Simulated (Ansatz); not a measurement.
# BeSi (built on the sites of a database entry of BaSi): phonons and vibrational spectra, part 2 of 2

Aim: the phonons of BeSi (built on the sites of a database entry of BaSi) at a cell relaxed beforehand at this level. After the zone centre comes a 4×4×4 q mesh on a 12×12×12 k mesh.

Ansatz 0.2.0; DFT PBEsol, scalar-relativistic, plane waves, PAW.

So far. Step 2 (Zone-centre response): Before it was imposed, the acoustic sum rule was missed by 7.6e-5 eV/Å². Small misses are needed for a sound result but don't prove that mesh and cutoff are converged. The lowest optical mode is real, 185 cm⁻¹.

The structure was built from a prototype and need not be the compound's stable phase.

**3. The dispersion (continued)**

Interpolated from a 4×4×4 q mesh. Phonon branches along the path, in cm⁻¹:

| point | branch 1 | branch 2 | branch 3 | branch 4 | branch 9 | branch 10 | branch 11 | branch 12 |
| --- | --- | --- | --- | --- | --- | --- | --- | --- |
| Γ | 0 | 0 | 0 | 185 | 423 | 454 | 578 | 598 |
| halfway | 42 | 52 | 177 | 183 | 406 | 437 | 563 | 577 |
| Y | 56 | 61 | 202 | 205 | 397 | 412 | 517 | 568 |
| halfway | 91 | 158 | 180 | 213 | 428 | 447 | 526 | 583 |
| C0 | 98 | 138 | 162 | 229 | 445 | 472 | 546 | 601 |
| jump to Σ0 | 98 | 138 | 162 | 229 | 445 | 472 | 546 | 601 |
| halfway | 82 | 111 | 168 | 208 | 443 | 458 | 578 | 607 |
| Γ | 0 | 0 | 0 | 185 | 423 | 454 | 578 | 598 |
| halfway | 70 | 96 | 151 | 185 | 423 | 449 | 593 | 597 |
| Z | 147 | 147 | 168 | 168 | 435 | 435 | 598 | 598 |
| halfway | 143 | 143 | 165 | 165 | 433 | 433 | 594 | 594 |
| A0 | 151 | 151 | 161 | 161 | 410 | 410 | 598 | 598 |
| jump to E0 | 151 | 151 | 161 | 161 | 410 | 410 | 598 | 598 |
| halfway | 158 | 158 | 183 | 183 | 407 | 407 | 603 | 603 |
| T | 112 | 112 | 164 | 164 | 390 | 390 | 598 | 598 |
| halfway | 67 | 156 | 198 | 199 | 389 | 399 | 551 | 598 |
| Y | 56 | 61 | 202 | 205 | 397 | 412 | 517 | 568 |
| jump to Γ | 0 | 0 | 0 | 185 | 423 | 454 | 578 | 598 |
| halfway | 96 | 96 | 173 | 198 | 435 | 460 | 577 | 601 |
| S | 119 | 120 | 192 | 202 | 434 | 470 | 557 | 603 |
| halfway | 96 | 151 | 175 | 204 | 420 | 462 | 565 | 621 |
| R | 143 | 143 | 167 | 167 | 426 | 426 | 599 | 599 |
| halfway | 149 | 149 | 180 | 180 | 433 | 433 | 598 | 598 |
| Z | 147 | 147 | 168 | 168 | 435 | 435 | 598 | 598 |
| halfway | 131 | 131 | 146 | 146 | 395 | 395 | 601 | 601 |
| T | 112 | 112 | 164 | 164 | 390 | 390 | 598 | 598 |

The phonon density of states has structure finer than the step of the table below, so its rows give means over 25 cm⁻¹, whole bins alone (the curve runs from -7.5 to 622 cm⁻¹). Peaks (cm⁻¹: height): 162.5: 0.0475, 187.5: 0.0534, 217.5: 0.0607, 422.5: 0.0490, 607.5: 0.0495.

Tetrahedra on a 20×20×20 mesh, mean over bins of 5 cm-1. Interpolated from a 4×4×4 q mesh. The phonon density of states by wavenumber; means over each step:

| wavenumber (cm⁻¹) | phonon density of states (1/cm⁻¹/cell) |
| --- | --- |
| 25 | 5.1e-4 |
| 50 | 0.00225 |
| 75 | 0.00668 |
| 100 | 0.0164 |
| 125 | 0.0258 |
| 150 | 0.0378 |
| 175 | 0.0419 |
| 200 | 0.0340 |
| 225 | 0.0537 |
| 250 | 0.0192 |
| 275 | 0.00529 |
| 300 | 0.00476 |
| 325 | 0.00799 |
| 350 | 0.0162 |
| 375 | 0.0275 |
| 400 | 0.0342 |
| 425 | 0.0385 |
| 450 | 0.0230 |
| 475 | 0.00420 |
| 500 | 0 |
| 525 | 0.00209 |
| 550 | 0.0111 |
| 575 | 0.0214 |
| 600 | 0.0374 |

The partial phonon density of states has structure finer than the step of the table below, so its rows give means over 25 cm⁻¹, whole bins alone (the curve runs from -17 to 650 cm⁻¹). Peaks (cm⁻¹: height): Be 423.1: 0.0353, 607.5: 0.0421; Si 159.0: 0.0389, 184.2: 0.0433, 221.9: 0.0495, 423.1: 0.00755.

Phonopy on the run's constants, 19x19x17 mesh, Gaussian sigma 4.8 cm-1. Interpolated from a 4×4×4 q mesh. The partial phonon density of states by wavenumber; means over each step; values in 1/cm⁻¹/cell:

| wavenumber (cm⁻¹) | Be | Si |
| --- | --- | --- |
| 0 | 1.3e-5 | 4.6e-5 |
| 25 | 1.3e-4 | 4.0e-4 |
| 50 | 5.8e-4 | 0.00189 |
| 75 | 0.00146 | 0.00517 |
| 100 | 0.00320 | 0.0132 |
| 125 | 0.00419 | 0.0217 |
| 150 | 0.00491 | 0.0325 |
| 175 | 0.00439 | 0.0371 |
| 200 | 0.00261 | 0.0335 |
| 225 | 0.00362 | 0.0475 |
| 250 | 0.00293 | 0.0173 |
| 275 | 0.00157 | 0.00413 |
| 300 | 0.00334 | 0.00152 |
| 325 | 0.00667 | 0.00125 |
| 350 | 0.0146 | 0.00176 |
| 375 | 0.0249 | 0.00234 |
| 400 | 0.0305 | 0.00406 |
| 425 | 0.0310 | 0.00651 |
| 450 | 0.0183 | 0.00472 |
| 475 | 0.00370 | 0.00104 |
| 500 | 2.2e-5 | 2.8e-7 |
| 525 | 0.00221 | 6.5e-5 |
| 550 | 0.0106 | 4.6e-4 |
| 575 | 0.0205 | 9.3e-4 |
| 600 | 0.0349 | 9.6e-4 |
| 625 | 0.00911 | 2.2e-4 |

Symmetry leaves 21 wavevectors to solve. The lowest mode among them, the acoustic zeros apart, lies at q = (0.25, -0.25, 0) and is real, 42.2 cm⁻¹. Between them the interpolated path dips to 6i cm⁻¹.

**4. Isotope substitution**

An isotope changes the mass and not the force constants, so no new electronic calculation is needed; the shifts show which modes move this element.

The same force constants with the mass of Si changed from 28.085 to 29.974 u (phonopy, no LO-TO term). Both lists are sorted by frequency; levels can cross, so a row need not hold one and the same mode. Modes under 3 cm⁻¹ are left out. Isotope shifts, by row, the first 40 of 45 rows:

| q | rank | natural mass (cm⁻¹) | changed mass (cm⁻¹) |
| --- | --- | --- | --- |
| 0 0 0 | 4 | 184.8 | 179 |
| 0 0 0 | 5 | 186.6 | 180.7 |
| 0 0 0 | 6 | 236.9 | 230 |
| 0 0 0 | 7 | 321 | 318.5 |
| 0 0 0 | 8 | 388.2 | 388.1 |
| 0 0 0 | 9 | 423 | 419.7 |
| 0 0 0 | 10 | 453.8 | 450.3 |
| 0 0 0 | 11 | 577.8 | 577.5 |
| 0 0 0 | 12 | 597.6 | 596 |
| 0 0 0.25 | 1 | 69.49 | 67.75 |
| 0 0 0.25 | 2 | 96.18 | 93.79 |
| 0 0 0.25 | 3 | 151 | 146.3 |
| 0 0 0.25 | 4 | 184.6 | 178.8 |
| 0 0 0.25 | 5 | 210.1 | 204.5 |
| 0 0 0.25 | 6 | 217.7 | 210.8 |
| 0 0 0.25 | 7 | 362 | 360.3 |
| 0 0 0.25 | 8 | 382.8 | 382.7 |
| 0 0 0.25 | 9 | 423.2 | 420.1 |
| 0 0 0.25 | 10 | 448.7 | 445.6 |
| 0 0 0.25 | 11 | 592.7 | 591.4 |
| 0 0 0.25 | 12 | 596.7 | 596.4 |
| 0 0 -0.5 | 1 | 146.9 | 142.8 |
| 0 0 -0.5 | 2 | 146.9 | 142.8 |
| 0 0 -0.5 | 3 | 168.4 | 163.6 |
| 0 0 -0.5 | 4 | 168.4 | 163.6 |
| 0 0 -0.5 | 5 | 239.2 | 231.7 |
| 0 0 -0.5 | 6 | 239.2 | 231.7 |
| 0 0 -0.5 | 7 | 399.9 | 398.3 |
| 0 0 -0.5 | 8 | 399.9 | 398.3 |
| 0 0 -0.5 | 9 | 434.6 | 433.2 |
| 0 0 -0.5 | 10 | 434.6 | 433.2 |
| 0 0 -0.5 | 11 | 598.2 | 597.3 |
| 0 0 -0.5 | 12 | 598.2 | 597.3 |
| 0 0.25 0 | 1 | 95.99 | 93.47 |
| 0 0.25 0 | 2 | 96.01 | 93.65 |
| 0 0.25 0 | 3 | 173.1 | 168.4 |
| 0 0.25 0 | 4 | 198.2 | 192 |
| 0 0.25 0 | 5 | 216.9 | 210.1 |
| 0 0.25 0 | 6 | 244.9 | 237.3 |
| 0 0.25 0 | 7 | 279.5 | 277.8 |

A mode of this element alone would shift by -3.20 %. The highest zone-centre frequency without the field goes from 597.6 to 596.0 cm⁻¹ (-0.3 %). The product of the frequency ratios over all optical modes at Γ is 0.886; the product rule, (m/m′)^(3k/2) (M′/M)^(3/2) with k = 2 such atoms and M the mass of the cell, gives 0.886.

**5. Outcome**

```yaml
space_group_within_0p01_a: Cmcm
volume_per_atom: 11.5 Å³
electronic_character: no gap on this mesh
highest_optical_mode_at_the_zone_centre_no_lo_to_term: 598 cm⁻¹
lowest_optical_zone_centre_mode: 185 cm⁻¹
lowest_mode_on_the_q_mesh_acoustic_modes_at_gamma_apart: 42.2 cm⁻¹
highest_frequency_on_the_path_or_at_a_solved_wavevector: 621 cm⁻¹
imaginary_modes_on_the_4x4x4_q_mesh: none
```

No mode is imaginary at the 21 irreducible wavevectors solved, but between them the interpolated path dips to 6.5i cm⁻¹, so stability is not settled. The optical modes at Γ span 185 to 598 cm⁻¹. The highest mode in this list at Γ, 597.6 cm⁻¹, is mostly motion of Be (91 % of the kinetic energy). With no gap, or one that is small against the smearing, the frequencies hang on the k mesh and the smearing, most of all near Kohn anomalies. The starting cell was built on a prototype and not taken from a measurement, so the phase need not exist. These are harmonic frequencies at zero temperature: anharmonic shifts, linewidths and thermal expansion are left out.

[Logs are printed without paths, hosts, clocks, repeated set-up lines and the standing remarks that a program may print on its own settings, such as how far it seeks lower states.]

[Hosts, paths, dates, database ids (printed as entryN), source tags and the programs' standing remarks are cut or masked in the printed files.]
